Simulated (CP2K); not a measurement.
The N K edge of methyl isocyanate was computed by TDDFT (CP2K XAS_TDP, aug-cc-pVDZ, TDA) at these levels: BHandHLYP, PBEh(45%) and PBEh(45%) + GW2X. The first three lines of N2 (bonded to 2 C) with a strength over 0.0015, energy in eV and strength:

```
run           first          second           third
  1  397.29 (0.021)  398.01 (0.035)  399.91 (0.007)
  2  399.67 (0.022)  400.24 (0.038)  402.20 (0.008)
  3  402.07 (0.020)  402.79 (0.035)  404.69 (0.007)
```

Q: Which run is which?

Run 1: PBEh(45%) (45 % exact exchange). Run 2: BHandHLYP (50 % exact exchange). Run 3: PBEh(45%) + GW2X (45 % exact exchange). Self-interaction lifts the core level, so the uncorrected lines rise with the share of exact exchange. The GW2X run keeps the spacings of its parent: 0.72 eV between the first two lines in run 3, 0.72 eV in run 1. Its shift is +4.78 eV, since the Kohn–Sham level at this share of exchange lies that far above the quasiparticle level.

[Banner, clock and machine lines of the logs are left out without a mark of their own.]

[Logs are printed without paths, hosts, clocks, repeated set-up lines and the standing remarks that a program may print on its own settings, such as how far it seeks lower states.]

[Hosts, paths, dates, database ids (printed as entryN), source tags and the programs' standing remarks are cut or masked in the printed files.]
